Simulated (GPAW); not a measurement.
# Settings that the conductance of CO in line between two Re chains needs, part 3 of 3

How do the numerical settings move the conductance of CO in line between two Re chains?

GPAW 26.7.0; GPAW LCAO, PAW setups; Landauer transmission from Green's functions with principal layers (ASE), zero bias.

So far, transmission at the Fermi level (one spin): step 2 (the reference run) 1.78; step 7 (grid spacing 0.14 Å) 1.78; step 9 (k-points along the lead 17, n lead 3, period 6.75 Å) 1.80; step 10 (k-points along the lead 13, n lead 4, period 9 Å) 1.78; step 13 (varying the density threshold: conv = 0.1) 1.78.

### 14. Density threshold: conv = 0.01

The input, run.py:

```python
import json
import numpy as np
from ase import Atoms
from ase.transport.calculators import TransportCalculator
from gpaw import GPAW, FermiDirac
from gpaw.lcao.tools import get_lcao_hamiltonian
from scipy.linalg import eigh

# The junction with lead layers at both ends, along the third cell vector
device = Atoms(
    ['Re', 'Re', 'Re', 'Re', 'Re', 'Re', 'Re', 'C', 'O', 'Re', 'Re', 'Re', 'Re', 'Re', 'Re', 'Re'],
    positions=[
        [4.50000, 4.50000, 1.12500],
        [4.50000, 4.50000, 3.37500],
        [4.50000, 4.50000, 5.62500],
        [4.50000, 4.50000, 7.87500],
        [4.50000, 4.50000, 10.12500],
        [4.50000, 4.50000, 12.37500],
        [4.50000, 4.50000, 14.62500],
        [4.50000, 4.50000, 16.33150],
        [4.50000, 4.50000, 17.49150],
        [4.50000, 4.50000, 19.08790],
        [4.50000, 4.50000, 21.33790],
        [4.50000, 4.50000, 23.58790],
        [4.50000, 4.50000, 25.83790],
        [4.50000, 4.50000, 28.08790],
        [4.50000, 4.50000, 30.33790],
        [4.50000, 4.50000, 32.58790]],
    cell=[[9.0, 0.0, 0.0], [0.0, 9.0, 0.0], [0.0, 0.0, 33.7129]],
    pbc=True)

# One principal layer of the lead: the first 5 atoms of the device
lead = Atoms(
    ['Re', 'Re', 'Re', 'Re', 'Re'],
    positions=[
        [4.50000, 4.50000, 1.12500],
        [4.50000, 4.50000, 3.37500],
        [4.50000, 4.50000, 5.62500],
        [4.50000, 4.50000, 7.87500],
        [4.50000, 4.50000, 10.12500]],
    cell=[[9.0, 0.0, 0.0], [0.0, 9.0, 0.0], [0.0, 0.0, 11.25]],
    pbc=True)

settings = dict(mode='lcao', basis='szp(dzp)', xc='PBE', h=0.18,
                occupations=FermiDirac(0.1), maxiter=250,
                mixer=dict(beta=0.1, nmaxold=8, weight=100.0),
                convergence=dict(density=0.01))
energies = np.arange(-2, 2 + 1e-9, 0.05)
eta = 0.0001
n1, n2 = 1, 1
# k and -k transmit alike, so half of the mesh across the current serves
mesh = [(i, j) for i in range(n1) for j in range(n2) if (i, j) <= (-i % n1, -j % n2)]
weights = np.array([1 if (i, j) == (-i % n1, -j % n2) else 2 for i, j in mesh]) / (n1 * n2)

# [... helper functions left out ...]
fermi_lead = ground_state(lead, (1, 1, 10), 'lead.txt')
fermi_device = ground_state(device, (1, 1, 3), 'device.txt')
# [... loop over the mesh left out, but for ...]
        # Shift the lead onto the potential of the device's first layer
        shift = ((H[:, 0, 0] - H0[:, 0, 0]) / S0[0, 0]).real.mean()
# [...]
kT = 8.617333e-5 * 500
bias = [0.1, 0.2, 0.5, 1.0, 1.5, 2.0]
# [... integrals and printing left out ...]
```

Run with:

```console
$ OMP_NUM_THREADS=1 OPENBLAS_NUM_THREADS=1 python run.py
```

The program printed:

```text
basis functions: device 228, principal layer 75
Fermi level: lead -2.9485 eV, device -3.0194 eV; lead shifted by -0.0077 eV
largest coupling past the next layer 1.50e-06 eV, largest misfit of the first layer 0.259 eV
  E-E_F (eV)   T (one spin)  [channel counts left out]
    -2.000    1.6295e+00
    -1.950    1.6343e+00
    -1.900    1.6386e+00
    -1.850    1.6421e+00
    -1.800    1.6449e+00
    -1.750    1.6470e+00
    -1.700    1.6485e+00
    -1.650    1.6498e+00
    -1.600    1.6502e+00
    -1.550    1.6506e+00
    -1.500    1.6509e+00
    -1.450    1.6510e+00
    -1.400    1.6541e+00
    -1.350    1.6541e+00
    -1.300    1.6557e+00
    -1.250    1.6581e+00
[...]
1.650    1.5359e+00
     1.700    1.4917e+00
     1.750    1.4314e+00
     1.800    1.3511e+00
     1.850    1.2685e+00
     1.900    1.2196e+00
     1.950    9.6214e-01
     2.000    4.7117e-02
conductance at 500 K: 1.785 G0 a cell; thermopower 0.3208 uV/K
current from the zero-bias T(E) at 0.1 V: 13.829 uA
current from the zero-bias T(E) at 0.2 V: 27.649 uA
current from the zero-bias T(E) at 0.5 V: 69 uA
current from the zero-bias T(E) at 1.0 V: 137.2 uA
current from the zero-bias T(E) at 1.5 V: 204.25 uA
current from the zero-bias T(E) at 2.0 V: 270.1 uA
```

Wall time 69 s (1 thread of Arm Neoverse V2, shared host); peak memory 1.9 GiB.

Numbers from this step:

| Quantity | Value |
| --- | --- |
| conductance | 1.785 G₀ |
| largest misfit of the first principal layer | 0.2594 eV |
| shift that aligns the lead | -0.007729 eV |
| transmission at the Fermi level (one spin) | 1.786 |

One spin. Transmission, zone mean against energy, zero at the Fermi level:

energy (eV), transmission, zone mean and a bar:
```
    -2.00       1.63 ###########################
    -1.90       1.64 ###########################
    -1.80       1.64 ############################
    -1.70       1.65 ############################
    -1.55       1.65 ############################
    -1.45       1.65 ############################
    -1.35       1.65 ############################
    -1.25       1.66 ############################
    -1.15       1.67 ############################
    -1.05       1.68 ############################
    -0.90       1.70 ############################
    -0.80       1.71 #############################
    -0.70       1.73 #############################
    -0.60       1.74 #############################
    -0.50       1.76 ##############################
    -0.40       1.77 ##############################
    -0.25       1.78 ##############################
    -0.15       1.79 ##############################
    -0.10       1.79 ##############################
    -0.05       1.79 ##############################
     0.00       1.79 ##############################
     0.05       1.78 ##############################
     0.15       1.77 ##############################
     0.25       1.77 ##############################
     0.40       1.75 #############################
     0.50       1.73 #############################
     0.60       1.72 #############################
     0.70       1.71 #############################
     0.80       1.70 #############################
     0.90       1.70 ############################
     1.05       1.68 ############################
     1.15       1.68 ############################
     1.25       1.67 ############################
     1.35       1.65 ############################
     1.45       1.64 ###########################
     1.55       1.60 ###########################
     1.70       1.49 #########################
     1.80       1.35 ######################
     1.90       1.22 ####################
     2.00       0.05
```

Not self-consistent under bias; the bias window is split evenly. The current through one cell, from the zero-bias transmission by bias:

| bias (V) | current through one cell, from the zero-bias transmission (μA) |
| --- | --- |
| 0.100 | 13.8 |
| 0.200 | 27.6 |
| 0.500 | 69.0 |
| 1.000 | 137 |
| 1.500 | 204 |
| 2.000 | 270 |

The conductance, 1.78 G₀, lies 0.3 % above that of the base run. The first layer now differs from the lead by 0.26 eV after a shift of -0.0077 eV, a far poorer match of lead and junction than at the start, whatever the conductance shows.

### 15. Varying the density threshold: conv = 0.001

run.py: that of step 14 with these lines changed.

```diff
@@ -46,3 +46,3 @@
                 mixer=dict(beta=0.1, nmaxold=8, weight=100.0),
-                convergence=dict(density=0.01))
+                convergence=dict(density=0.001))
 energies = np.arange(-2, 2 + 1e-9, 0.05)
```

The program printed:

```text
basis functions: device 228, principal layer 75
Fermi level: lead -2.9476 eV, device -3.0059 eV; lead shifted by -0.0037 eV
largest coupling past the next layer 1.50e-06 eV, largest misfit of the first layer 0.131 eV
  E-E_F (eV)   T (one spin)  [channel counts left out]
    -2.000    1.6227e+00
    -1.950    1.6286e+00
    -1.900    1.6338e+00
[...]
1.950    1.8334e-01
     2.000    4.6052e-02
conductance at 500 K: 1.7781 G0 a cell; thermopower 0.1807 uV/K
current from the zero-bias T(E) at 0.1 V: 13.776 uA
current from the zero-bias T(E) at 0.2 V: 27.545 uA
current from the zero-bias T(E) at 0.5 V: 68.747 uA
current from the zero-bias T(E) at 1.0 V: 136.76 uA
current from the zero-bias T(E) at 1.5 V: 203.65 uA
current from the zero-bias T(E) at 2.0 V: 269.48 uA
```

It took 1.9 min on 1 thread; peak memory 1.9 GiB.

The conductance equals that of the base run to 0.2 %.

### 16. Density threshold: conv = 1e-06

run.py: that of step 15 with these lines changed.

```diff
@@ -46,3 +46,3 @@
                 mixer=dict(beta=0.1, nmaxold=8, weight=100.0),
-                convergence=dict(density=0.001))
+                convergence=dict(density=1e-06))
 energies = np.arange(-2, 2 + 1e-9, 0.05)
```

The program printed:

```text
basis functions: device 228, principal layer 75
Fermi level: lead -2.9486 eV, device -3.0062 eV; lead shifted by -0.0058 eV
largest coupling past the next layer 1.50e-06 eV, largest misfit of the first layer 0.139 eV
  E-E_F (eV)   T (one spin)  [channel counts left out]
    -2.000    1.6238e+00
    -1.950    1.6298e+00
    -1.900    1.6351e+00
[...]
1.950    1.0014e-01
     2.000    4.6122e-02
conductance at 500 K: 1.7791 G0 a cell; thermopower 0.1731 uV/K
current from the zero-bias T(E) at 0.1 V: 13.783 uA
current from the zero-bias T(E) at 0.2 V: 27.559 uA
current from the zero-bias T(E) at 0.5 V: 68.783 uA
current from the zero-bias T(E) at 1.0 V: 136.83 uA
current from the zero-bias T(E) at 1.5 V: 203.75 uA
current from the zero-bias T(E) at 2.0 V: 269.61 uA
```

It took 3.8 min on 1 thread; peak memory 1.9 GiB.

The conductance equals that of the base run to 0.2 %.

### 17. Convergence in the density threshold

The runs and the base run on one axis.

This step: convergence of the conductance (GPAW 26.7.0).

Table of conductance by log10 of the density threshold:

| log10 of the density threshold | conductance (G₀) |
| --- | --- |
| -6.00 | 1.78 |
| -4.00 | 1.78 |
| -3.00 | 1.78 |
| -2.00 | 1.78 |
| -1.00 | 1.78 |

### 18. Varying the smearing: width = 0.01

Smearing helps the SCF of a metal converge, but it blurs occupations at band edges near the Fermi level.

This step: GPAW LCAO, PAW setups; Landauer transmission from Green's functions with principal layers (ASE), zero bias (GPAW 26.7.0).

run.py: that of step 16 with these lines changed.

```diff
@@ -44,5 +44,5 @@
 settings = dict(mode='lcao', basis='szp(dzp)', xc='PBE', h=0.18,
-                occupations=FermiDirac(0.1), maxiter=250,
+                occupations=FermiDirac(0.01), maxiter=250,
                 mixer=dict(beta=0.1, nmaxold=8, weight=100.0),
-                convergence=dict(density=1e-06))
+                convergence=dict(density=0.0001))
 energies = np.arange(-2, 2 + 1e-9, 0.05)
```

The program printed:

```text
basis functions: device 228, principal layer 75
Fermi level: lead -2.9605 eV, device -2.9997 eV; lead shifted by -0.0052 eV
largest coupling past the next layer 1.51e-06 eV, largest misfit of the first layer 0.241 eV
  E-E_F (eV)   T (one spin)  [channel counts left out]
    -2.000    1.6266e+00
    -1.950    1.6317e+00
    -1.900    1.6361e+00
    -1.850    1.6397e+00
    -1.800    1.6427e+00
    -1.750    1.6450e+00
    -1.700    1.6466e+00
    -1.650    1.6477e+00
    -1.600    1.6484e+00
    -1.550    1.6488e+00
    -1.500    1.6491e+00
    -1.450    1.6494e+00
    -1.400    1.6498e+00
    -1.350    1.6507e+00
    -1.300    1.6519e+00
    -1.250    1.6537e+00
[...]
1.650    1.6318e+00
     1.700    1.6325e+00
     1.750    1.6264e+00
     1.800    1.5974e+00
     1.850    1.4812e+00
     1.900    1.0090e+00
     1.950    2.0200e-01
     2.000    4.6585e-02
conductance at 500 K: 1.7706 G0 a cell; thermopower 0.1296 uV/K
current from the zero-bias T(E) at 0.1 V: 13.718 uA
current from the zero-bias T(E) at 0.2 V: 27.43 uA
current from the zero-bias T(E) at 0.5 V: 68.479 uA
current from the zero-bias T(E) at 1.0 V: 136.35 uA
current from the zero-bias T(E) at 1.5 V: 203.29 uA
current from the zero-bias T(E) at 2.0 V: 269.22 uA
```

Elapsed: 2.6 min, on 1 thread; peak memory 1.9 GiB.

This step gave:

```yaml
conductance: 1.771 G₀
largest_coupling_past_the_next_principal_layer: 1.51e-6 eV
largest_misfit_of_the_first_principal_layer: 0.2409 eV
shift_that_aligns_the_lead: -0.005165 eV
transmission_at_the_fermi_level_one_spin: 1.772
```

One spin. The transmission, zone mean by energy, zero at the Fermi level:

energy (eV), transmission, zone mean and a bar:
```
   -2.000       1.63 ###########################
   -1.800       1.64 ############################
   -1.600       1.65 ############################
   -1.400       1.65 ############################
   -1.200       1.66 ############################
   -1.000       1.67 ############################
   -0.800       1.70 #############################
   -0.600       1.73 #############################
   -0.400       1.75 ##############################
   -0.200       1.77 ##############################
   -0.050       1.77 ##############################
    0.000       1.77 ##############################
    0.200       1.76 ##############################
    0.400       1.75 ##############################
    0.600       1.74 #############################
    0.800       1.72 #############################
    1.000       1.71 #############################
    1.200       1.68 ############################
    1.400       1.65 ############################
    1.600       1.63 ############################
    1.800       1.60 ###########################
    2.000       0.05
```

Not self-consistent under bias; the bias window is split evenly. Table of current through one cell, from the zero-bias transmission by bias:

| bias (V) | current through one cell, from the zero-bias transmission (μA) |
| --- | --- |
| 0.100 | 13.7 |
| 0.200 | 27.4 |
| 0.500 | 68.5 |
| 1.000 | 136 |
| 1.500 | 203 |
| 2.000 | 269 |

The conductance, 1.77 G₀, lies 0.5 % below that of the base run.

### 19. Smearing: width = 0.03

run.py: that of step 18 with these lines changed.

```diff
@@ -44,3 +44,3 @@
 settings = dict(mode='lcao', basis='szp(dzp)', xc='PBE', h=0.18,
-                occupations=FermiDirac(0.01), maxiter=250,
+                occupations=FermiDirac(0.03), maxiter=250,
                 mixer=dict(beta=0.1, nmaxold=8, weight=100.0),
```

The program printed:

```text
basis functions: device 228, principal layer 75
Fermi level: lead -2.9557 eV, device -2.9896 eV; lead shifted by -0.0090 eV
largest coupling past the next layer 1.50e-06 eV, largest misfit of the first layer 0.214 eV
  E-E_F (eV)   T (one spin)  [channel counts left out]
    -2.000    1.6299e+00
    -1.950    1.6353e+00
    -1.900    1.6399e+00
    -1.850    1.6437e+00
    -1.800    1.6466e+00
    -1.750    1.6487e+00
    -1.700    1.6500e+00
    -1.650    1.6507e+00
    -1.600    1.6510e+00
    -1.550    1.6508e+00
    -1.500    1.6506e+00
    -1.450    1.6503e+00
    -1.400    1.6502e+00
    -1.350    1.6505e+00
    -1.300    1.6513e+00
    -1.250    1.6528e+00
[...]
1.650    1.6268e+00
     1.700    1.6241e+00
     1.750    1.6136e+00
     1.800    1.5783e+00
     1.850    1.4494e+00
     1.900    9.5059e-01
     1.950    9.8106e-02
     2.000    4.6602e-02
conductance at 500 K: 1.7807 G0 a cell; thermopower 0.1916 uV/K
current from the zero-bias T(E) at 0.1 V: 13.796 uA
current from the zero-bias T(E) at 0.2 V: 27.584 uA
current from the zero-bias T(E) at 0.5 V: 68.841 uA
current from the zero-bias T(E) at 1.0 V: 136.93 uA
current from the zero-bias T(E) at 1.5 V: 203.89 uA
current from the zero-bias T(E) at 2.0 V: 269.73 uA
```

Wall time 2.7 min (1 thread); peak memory 1.9 GiB.

This step gave:

```yaml
conductance: 1.781 G₀
largest_coupling_past_the_next_principal_layer: 1.50e-6 eV
largest_misfit_of_the_first_principal_layer: 0.2140 eV
shift_that_aligns_the_lead: -0.008994 eV
transmission_at_the_fermi_level_one_spin: 1.782
```

One spin. The transmission, zone mean by energy, zero at the Fermi level:

| energy (eV) | transmission, zone mean |
| --- | --- |
| -2.000 | 1.63 |
| -1.800 | 1.65 |
| -1.600 | 1.65 |
| -1.400 | 1.65 |
| -1.200 | 1.65 |
| -1.000 | 1.67 |
| -0.800 | 1.70 |
| -0.600 | 1.73 |
| -0.400 | 1.76 |
| -0.200 | 1.78 |
| -0.100 | 1.78 |
| 0.000 | 1.78 |
| 0.200 | 1.77 |
| 0.400 | 1.75 |
| 0.600 | 1.73 |
| 0.800 | 1.72 |
| 1.000 | 1.70 |
| 1.200 | 1.68 |
| 1.400 | 1.65 |
| 1.600 | 1.63 |
| 1.800 | 1.58 |
| 2.000 | 0.0466 |

Not self-consistent under bias; the bias window is split evenly. Current through one cell, from the zero-bias transmission against bias:

| bias (V) | current through one cell, from the zero-bias transmission (μA) |
| --- | --- |
| 0.100 | 13.8 |
| 0.200 | 27.6 |
| 0.500 | 68.8 |
| 1.000 | 137 |
| 1.500 | 204 |
| 2.000 | 270 |

The conductance equals that of the base run to 0.2 %.

### 20. Smearing: width = 0.2

run.py: that of step 19 with these lines changed.

```diff
@@ -44,3 +44,3 @@
 settings = dict(mode='lcao', basis='szp(dzp)', xc='PBE', h=0.18,
-                occupations=FermiDirac(0.03), maxiter=250,
+                occupations=FermiDirac(0.2), maxiter=250,
                 mixer=dict(beta=0.1, nmaxold=8, weight=100.0),
```

The program printed:

```text
basis functions: device 228, principal layer 75
Fermi level: lead -2.9481 eV, device -3.0149 eV; lead shifted by -0.0007 eV
largest coupling past the next layer 1.50e-06 eV, largest misfit of the first layer 0.103 eV
  E-E_F (eV)   T (one spin)  [channel counts left out]
    -2.000    1.6213e+00
    -1.950    1.6270e+00
    -1.900    1.6324e+00
[...]
1.950    2.0699e-01
     2.000    4.5692e-02
conductance at 500 K: 1.7636 G0 a cell; thermopower 0.08496 uV/K
current from the zero-bias T(E) at 0.1 V: 13.664 uA
current from the zero-bias T(E) at 0.2 V: 27.324 uA
current from the zero-bias T(E) at 0.5 V: 68.238 uA
current from the zero-bias T(E) at 1.0 V: 136 uA
current from the zero-bias T(E) at 1.5 V: 203 uA
current from the zero-bias T(E) at 2.0 V: 269.16 uA
```

Wall time 2.6 min (1 thread); peak memory 1.9 GiB.

The conductance, 1.76 G₀, lies 0.9 % below that of the base run.

### 21. Varying the smearing: width = 0.4

run.py: that of step 20 with these lines changed.

```diff
@@ -44,3 +44,3 @@
 settings = dict(mode='lcao', basis='szp(dzp)', xc='PBE', h=0.18,
-                occupations=FermiDirac(0.2), maxiter=250,
+                occupations=FermiDirac(0.4), maxiter=250,
                 mixer=dict(beta=0.1, nmaxold=8, weight=100.0),
```

The program printed:

```text
basis functions: device 228, principal layer 75
Fermi level: lead -2.9726 eV, device -3.0118 eV; lead shifted by -0.0103 eV
largest coupling past the next layer 1.50e-06 eV, largest misfit of the first layer 0.083 eV
  E-E_F (eV)   T (one spin)  [channel counts left out]
    -2.000    1.6304e+00
    -1.950    1.6358e+00
    -1.900    1.6411e+00
[...]
1.950    4.5398e-02
     2.000    4.5887e-02
conductance at 500 K: 1.7429 G0 a cell; thermopower 0.1026 uV/K
current from the zero-bias T(E) at 0.1 V: 13.504 uA
current from the zero-bias T(E) at 0.2 V: 27.006 uA
current from the zero-bias T(E) at 0.5 V: 67.491 uA
current from the zero-bias T(E) at 1.0 V: 134.8 uA
current from the zero-bias T(E) at 1.5 V: 201.77 uA
current from the zero-bias T(E) at 2.0 V: 268.22 uA
```

Run time: 2.5 min. Hardware: 1 thread; peak memory 1.9 GiB.

The conductance, 1.74 G₀, lies 2.0 % below that of the base run.

### 22. Convergence in the smearing

The runs and the base run on one axis.

This step: convergence of the conductance (GPAW 26.7.0).

Conductance against smearing:

| smearing (eV) | conductance (G₀) |
| --- | --- |
| 0.010 | 1.77 |
| 0.030 | 1.78 |
| 0.100 | 1.78 |
| 0.200 | 1.76 |
| 0.400 | 1.74 |

### 23. Results

```
conductance at the base settings                     : 1.78 G₀
range over the grid spacing (0.14 to 0.3 Å)          : 1.78 to 1.78 G₀
range over the periods in a principal layer (3 to 6) : 1.78 to 1.80 G₀
range over the density threshold (1.0e-6 to 0.1)     : 1.78 to 1.78 G₀
range over the smearing (0.01 to 0.4 eV)             : 1.74 to 1.78 G₀
```

**Reading.** At the base settings the conductance, averaged at 500 K, is 1.78 G₀. In the grid spacing, no value tried moves the conductance by 3 %. In the periods in a principal layer, no value tried moves the conductance by 3 %. In the density threshold, no value tried moves the conductance by 3 %. The smearing of the SCF moves the conductance between 1.74 and 1.78 G₀; a narrow width also needs more k-points. Over the ranges tried, the smearing moves it most, counted as a ratio. The geometry was built from estimated bond lengths and not relaxed, so the numbers describe this model structure. The run had no spin polarisation, so a magnetic state, which chains and small molecules with open shells often have, wasn't tested. Spin-orbit coupling is left out, which matters for the heavy atoms here. An evenly spaced straight chain is an idealisation: free chains tend to dimerise, zigzag or, where a band edge lies near the Fermi level, turn magnetic. The currents use the zero-bias T(E) throughout, which holds only while the bias is small against the distance to the nearest feature.

[Logs are printed without paths, hosts, clocks, repeated set-up lines and the standing remarks that a program may print on its own settings, such as how far it seeks lower states.]

[Hosts, paths, dates, database ids (printed as entryN), source tags and the programs' standing remarks are cut or masked in the printed files.]
